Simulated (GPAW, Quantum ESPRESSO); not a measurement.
# F K ELNES/XANES of NaF (Villiaumite, Fm-3m) from DFT, part 4 of 5

Aim: the F K edge of NaF (Villiaumite, Fm-3m) by two routes, a Lanczos recursion (XSpectra) and a sum over empty bands (GPAW), to see which features are robust.

Quantum ESPRESSO 7.5 and GPAW 26.7.0; core-hole supercells, plane-wave PAW PBE.

So far. Step 8 (Spectrum with FCH, F atom 2 (Quantum ESPRESSO)): The hole costs E(hole) − E(ground) = 687.81 eV, and the lowest empty level of the hole cell lies at 6.84 eV, which puts the zero at 694.65 eV. One term is added: -9.97 eV, since the hole is spin-paired here and a spin-polarised one costs that much less in the free atom (computed apart). The photon energy is then 684.68 eV. The functional and the charged cell's background leave an error of a few eV in such absolute values.

## 12. Ground state of the crystal (GPAW)

Level of this step: plane-wave PAW DFT, PBE, self-consistent field (GPAW).

The second program starts from its own ground state, on the same cell and functional.

Contents of scf.py:

```python
import numpy as np
from ase import Atoms
from ase.parallel import parprint, paropen
from gpaw import GPAW, PW, FermiDirac, Mixer, MixerDif, setup_paths
from gpaw.test import gen
setup_paths.insert(0, '.')
gen('F', name='nch1s', xcname='PBE', corehole=(1, 0, 0), write_xml=True)
from gpaw.mpi import world
world.barrier()

atoms = Atoms('NaF',
    cell=[[0, 2.32, 2.32],
     [2.32, 0, 2.32],
     [2.32, 2.32, 0]],
    scaled_positions=[[0, 0, 0],
     [0.5, 0.5, 0.5]],
    pbc=True)
atoms.calc = calc = GPAW(legacy_gpaw=True, mode=PW(500), xc='PBE', setups={1: 'nch1s'},
    kpts={'size': (9, 9, 9), 'gamma': True}, occupations=FermiDirac(0.05),
    charge=0, mixer=Mixer(0.1, 5, 50), maxiter=150,
    convergence={'density': 0.0001}, txt='scf.txt')
energy = atoms.get_potential_energy() + calc.get_reference_energy()
ef = calc.get_fermi_level()
out = dict(energy=energy, fermi=ef, forces=atoms.get_forces().tolist())
parprint(f'all-electron energy {energy:.4f} eV, Fermi level {ef:.4f} eV')
ev = np.array([[calc.get_eigenvalues(k, s) for k in range(len(calc.get_ibz_k_points()))] for s in range(calc.get_number_of_spins())])
out['homo'], out['lumo'], out['counts'] = ev[ev < ef].max(), ev[ev > ef].min(), sorted(set((ev < ef).sum((0, 2)).tolist()))
out['filled'] = (ev[:, 0] < ef).sum(1).tolist()
import json
with paropen('out.json', 'w') as f:
    json.dump(out, f)
```

On the command line:

```sh
$ OMP_NUM_THREADS=1 mpirun -n 4 gpaw python scf.py
```

Numbers of over 12 decimals in the logs are rounded to 6 here.

The program printed:

```text
Input parameters:
  convergence: {density: 0.0001}
  kpts: {gamma: True,
         size: (9, 9, 9)}
  maxiter: 150
  mixer: {backend: pulay,
          beta: 0.1,
          method: separate,
          nmaxold: 5,
          weight: 50}
  mode: {ecut: 500.0,
         name: pw}
  occupations: {fixmagmom: False,
                name: fermi-dirac,
                width: 0.05}
  setups: {1: nch1s}
  xc: PBE

Initialize ...

[...]
--------------------------------
2s(2) :    -1.098729     1.064204
*s    :    -0.098729
2p(5) :    -0.408283     0.779362
*p    :     0.591717
*d    :     0.000000
--------------------------------

Diagonalizing with gridspacing h=0.050

state   all-electron     PAW
-------------------------------
2s:      -1.098729    -1.100423
2p:      -0.408283    -0.410405
*d:                    0.052031
*f:                    0.079032
-------------------------------
all-electron energy -7141.1031 eV, Fermi level -0.0508 eV
[key lines of the parts left out:]
Converged after 11 iterations.
Dipole moment: (0.000000, -0.000000, -0.000000) |e|*Ang
Free energy:     -8.411628
Fermi level: -0.05075
```

Run time: 6.7 s. Hardware: 4 MPI ranks of Arm Neoverse N1, shared host; peak memory 0.16 GiB.

The mesh shows a gap of 6.30 eV, so the hole is first treated in a charged cell, without the excited electron.

## 13. Spectrum without a core hole, F atom 2 (GPAW)

This cheap baseline ignores the attraction of the hole: it shows the absorber's empty states as they are in the ground state. The data set with a hole of occupation 0 only carries the core orbital.

Contents of xas.py:

```python
import numpy as np
from ase import Atoms
from ase.parallel import parprint, paropen
from gpaw import GPAW, PW, FermiDirac, Mixer, MixerDif, setup_paths
from gpaw.test import gen
setup_paths.insert(0, '.')
gen('F', name='nch1s', xcname='PBE', corehole=(1, 0, 0), write_xml=True)
from gpaw.mpi import world
world.barrier()

atoms = Atoms('NaF',
    cell=[[0, 2.32, 2.32],
     [2.32, 0, 2.32],
     [2.32, 2.32, 0]],
    scaled_positions=[[0, 0, 0],
     [0.5, 0.5, 0.5]],
    pbc=True)
atoms.calc = calc = GPAW(legacy_gpaw=True, mode=PW(500), xc='PBE', setups={1: 'nch1s'},
    kpts={'size': (9, 9, 9), 'gamma': True}, occupations=FermiDirac(0.02),
    charge=0, mixer=Mixer(0.1, 5, 50), maxiter=150,
    convergence={'density': 0.0001}, txt='scf.txt')
energy = atoms.get_potential_energy() + calc.get_reference_energy()
ef = calc.get_fermi_level()
out = dict(energy=energy, fermi=ef, forces=atoms.get_forces().tolist())
parprint(f'all-electron energy {energy:.4f} eV, Fermi level {ef:.4f} eV')
ev = np.array([[calc.get_eigenvalues(k, s) for k in range(len(calc.get_ibz_k_points()))] for s in range(calc.get_number_of_spins())])
out['homo'], out['lumo'], out['counts'] = ev[ev < ef].max(), ev[ev > ef].min(), sorted(set((ev < ef).sum((0, 2)).tolist()))
out['filled'] = (ev[:, 0] < ef).sum(1).tolist()

from ase.units import Ha
from gpaw.xas import dipole_matrix_elements
nb = int(calc.get_number_of_electrons() / 2) + 18
top = nb
nscf = calc.fixed_density(kpts={'size': (8, 8, 8), 'gamma': True},
    convergence={'eigenstates': 1.0}, txt='nscf.txt')
nscf.diagonalize_full_hamiltonian(nbands=nb)
cell = atoms.cell.array
ops = [cell.T @ U.T @ np.linalg.inv(cell.T) for U in nscf.wfs.kd.symmetry.op_scc]
filled = [7]  # bands filled in the ground state, by spin
E = np.arange(-25, 34, 0.1)
fwhm = np.interp(E, [4, 25], [0.9, 3.5])
Y, X, zero, highest = 0, 0, 1e9, 1e9
for spin in range(nscf.get_number_of_spins()):
    wfs = nscf.wfs
    A = dipole_matrix_elements(wfs.setups[1])
    eps = np.zeros((wfs.kd.nibzkpts, nb))
    d = np.zeros((3, A.shape[1], wfs.kd.nibzkpts, nb), complex)
    for kpt in wfs.kpt_u:
        if kpt.s == spin and 1 in kpt.P_ani:
            eps[kpt.k] = kpt.eps_n * Ha
            d[:, :, kpt.k] = (kpt.weight * wfs.nspins / 2) ** 0.5 * np.inner(A, kpt.P_ani[1])
    world.sum(eps)
    world.sum(d)
    T = np.einsum('amkn,bmkn->abkn', d, d.conj()).real
    T = sum(np.einsum('ai,ijkn,bj->abkn', R, T, R) for R in ops) / len(ops)
    empty = np.ones_like(eps, bool) & (np.arange(nb) >= filled[spin])
    zero, highest = min(zero, eps[empty].min()), min(highest, eps[:, top - 1].min())
    lines = [(eps, T, empty)] if spin == 0 else lines + [(eps, T, empty)]
for eps, T, empty in lines:
    f = np.einsum('aakn->akn', T).reshape(3, -1)
    x = eps.ravel() - zero
    w = np.interp(x, E, fwhm) / 2.35482
    g = np.exp(-0.5 * ((E[:, None] - x) / w) ** 2) / (w * (2 * np.pi) ** 0.5)
    Y = Y + (f * empty.ravel()) @ g.T
    X = X + (f * ~empty.ravel()) @ g.T
out.update(E=E.round(2).tolist(), xas=Y.tolist(), xes=X.tolist(), zero=zero, valid=highest - zero, nk=len(eps), nb=nb)
for i in range(0, len(E), 10):
    parprint(f'{E[i]:7.2f}', *(f'{v:10.3e}' for v in Y[:, i]))
import json
with paropen('out.json', 'w') as f:
    json.dump(out, f)
```

On the command line:

```sh
$ OMP_NUM_THREADS=1 mpirun -n 4 gpaw python xas.py
```

The program printed:

```text
Input parameters:
  convergence: {density: 0.0001}
  kpts: {gamma: True,
         size: (9, 9, 9)}
  maxiter: 150
  mixer: {backend: pulay,
          beta: 0.1,
          method: separate,
          nmaxold: 5,
          weight: 50}
  mode: {ecut: 500.0,
         name: pw}
  occupations: {fixmagmom: False,
                name: fermi-dirac,
                width: 0.02}
  setups: {1: nch1s}
  xc: PBE

Initialize ...

[...]
*p    :     0.591717
*d    :     0.000000
--------------------------------

Diagonalizing with gridspacing h=0.050

state   all-electron     PAW
-------------------------------
2s:      -1.098729    -1.100423
2p:      -0.408283    -0.410405
*d:                    0.052031
*f:                    0.079032
-------------------------------
all-electron energy -7141.1031 eV, Fermi level -0.0508 eV
[...]
32.00  2.008e-05  2.008e-05  2.008e-05
  33.00  2.328e-05  2.328e-05  2.328e-05
[key lines of the parts left out:]
Converged after 11 iterations.
Dipole moment: (0.000000, -0.000000, -0.000000) |e|*Ang
Free energy:     -8.411628
Fermi level: -0.05075
```

Run time: 17 s. Hardware: 4 MPI ranks; peak memory 0.21 GiB; 67 s of CPU time.

The F K spectrum, F atom 2, no core hole (energy from the lowest empty level; intensity scaled to a mean of 1 over the first 20 eV):

| E (eV) | intensity |
| --- | --- |
| -2.00 | 0.00 |
| -1.25 | 0.00 |
| -0.50 | 0.00 |
| 0.25 | 0.03 |
| 1.00 | 0.11 |
| 1.75 | 0.30 |
| 2.50 | 0.46 |
| 3.25 | 0.70 |
| 4.00 | 0.94 |
| 4.75 | 1.13 |
| 5.50 | 1.40 |
| 6.25 | 2.78 |
| 7.00 | 3.14 |
| 7.75 | 1.45 |
| 8.50 | 0.69 |
| 9.25 | 0.61 |
| 10.00 | 0.56 |
| 10.75 | 0.57 |
| 11.50 | 0.79 |
| 12.25 | 1.21 |
| 13.00 | 1.64 |
| 13.75 | 1.64 |
| 14.50 | 1.25 |
| 15.25 | 0.93 |
| 16.00 | 0.80 |
| 16.75 | 0.75 |
| 17.50 | 0.68 |
| 18.25 | 0.62 |
| 19.00 | 0.68 |
| 19.75 | 0.88 |
| 20.50 | 1.19 |
| 21.25 | 1.51 |
| 22.00 | 1.69 |
| 22.75 | 1.65 |
| 23.50 | 1.42 |
| 24.25 | 1.16 |
| 25.00 | 0.99 |
| 25.75 | 0.93 |
| 26.50 | 0.93 |
| 27.25 | 0.89 |
| 28.00 | 0.79 |
| 28.75 | 0.65 |
| 29.50 | 0.51 |
| 30.25 | 0.44 |
| 31.00 | 0.42 |
| 31.75 | 0.46 |

Main maxima below 24 eV (height): 6.7 eV (3.36), 13.4 eV (1.71) and 22.2 eV (1.70). 

The same matrix elements for filled bands give the F K emission of F atom 2 (ground-state approximation; energy from the lowest empty level, largest value 1):

| E (eV) | emission |
| --- | --- |
| -24.00 | 0.00 |
| -23.25 | 0.00 |
| -22.50 | 0.00 |
| -21.75 | 0.00 |
| -21.00 | 0.00 |
| -20.25 | 0.00 |
| -19.50 | 0.00 |
| -18.75 | 0.00 |
| -18.00 | 0.00 |
| -17.25 | 0.00 |
| -16.50 | 0.00 |
| -15.75 | 0.00 |
| -15.00 | 0.00 |
| -14.25 | 0.00 |
| -13.50 | 0.00 |
| -12.75 | 0.00 |
| -12.00 | 0.00 |
| -11.25 | 0.00 |
| -10.50 | 0.00 |
| -9.75 | 0.00 |
| -9.00 | 0.00 |
| -8.25 | 0.07 |
| -7.50 | 0.52 |
| -6.75 | 0.99 |
| -6.00 | 0.26 |
| -5.25 | 0.00 |
| -4.50 | 0.00 |
| -3.75 | 0.00 |
| -3.00 | 0.00 |
| -2.25 | 0.00 |
| -1.50 | 0.00 |
| -0.75 | 0.00 |
| 0.00 | 0.00 |
| 0.75 | 0.00 |
| 1.50 | 0.00 |
| 2.25 | 0.00 |
| 3.00 | 0.00 |

Emission maxima: -6.8 eV (1.00).

## 14. Supercell without a hole, the energy reference (GPAW)

Total energies of two programs can't be mixed, so the cell and mesh of GPAW's hole run get a reference energy of their own.

Changes to scf.py since step 12:

```diff
@@ -10,11 +10,21 @@
 
-atoms = Atoms('NaF',
-    cell=[[0, 2.32, 2.32],
-     [2.32, 0, 2.32],
-     [2.32, 2.32, 0]],
+atoms = Atoms('Na6F6',
+    cell=[[2.32, 4.64, 2.32],
+     [4.64, -2.32, -2.32],
+     [2.32, 2.32, -4.64]],
     scaled_positions=[[0, 0, 0],
-     [0.5, 0.5, 0.5]],
+     [0.5, 0.16666667, 0.16666667],
+     [0, 0.33333333, 0.33333333],
+     [0.5, 0.5, 0.5],
+     [0, 0.66666667, 0.66666667],
+     [0.5, 0.83333333, 0.83333333],
+     [0.75, 0.25, 0.75],
+     [0.25, 0.41666667, 0.91666667],
+     [0.75, 0.58333333, 0.08333333],
+     [0.25, 0.75, 0.25],
+     [0.75, 0.91666667, 0.41666667],
+     [0.25, 0.08333333, 0.58333333]],
     pbc=True)
-atoms.calc = calc = GPAW(legacy_gpaw=True, mode=PW(500), xc='PBE', setups={1: 'nch1s'},
-    kpts={'size': (9, 9, 9), 'gamma': True}, occupations=FermiDirac(0.05),
+atoms.calc = calc = GPAW(legacy_gpaw=True, mode=PW(500), xc='PBE', setups={6: 'nch1s'},
+    kpts={'size': (4, 4, 4), 'gamma': True}, occupations=FermiDirac(0.02),
     charge=0, mixer=Mixer(0.1, 5, 50), maxiter=150,
```

On the command line:

```sh
$ OMP_NUM_THREADS=1 mpirun -n 4 gpaw python scf.py
```

The program printed:

```text
Input parameters:
  convergence: {density: 0.0001}
  kpts: {gamma: True,
         size: (4, 4, 4)}
  maxiter: 150
  mixer: {backend: pulay,
          beta: 0.1,
          method: separate,
          nmaxold: 5,
          weight: 50}
  mode: {ecut: 500.0,
         name: pw}
  occupations: {fixmagmom: False,
                name: fermi-dirac,
                width: 0.02}
  setups: {6: nch1s}
  xc: PBE

Initialize ...

[...]
2s(2) :    -1.098729     1.064204
*s    :    -0.098729
2p(5) :    -0.408283     0.779362
*p    :     0.591717
*d    :     0.000000
--------------------------------

Diagonalizing with gridspacing h=0.050

state   all-electron     PAW
-------------------------------
2s:      -1.098729    -1.100423
2p:      -0.408283    -0.410405
*d:                    0.052031
*f:                    0.079032
-------------------------------
all-electron energy -42846.6372 eV, Fermi level -0.0499 eV
[key lines of the parts left out:]
Converged after 12 iterations.
Dipole moment: (-0.000006, 0.000017, -0.000006) |e|*Ang
Free energy:    -50.489407
Fermi level: -0.04991
```

Elapsed: 51 s, on 4 MPI ranks; peak memory 0.27 GiB.

Reference energy: -42846.637 eV with the cores included.

(Part 4 of 5 ends here.)

[Banner, clock and machine lines of the logs are left out without a mark of their own.]

[Logs are printed without paths, hosts, clocks, repeated set-up lines and the standing remarks that a program may print on its own settings, such as how far it seeks lower states.]

[Hosts, paths, dates, database ids (printed as entryN), source tags and the programs' standing remarks are cut or masked in the printed files.]

[Lists of maxima count a maximum above −3 eV only where it reaches 4 % of the highest in the window and stands out from its surroundings by 2 % of it (1.5 % where it reaches 55 %); shoulders and weaker maxima are passed over, and of the rest the first, up to two pre-edge ones and the few strongest are named.]
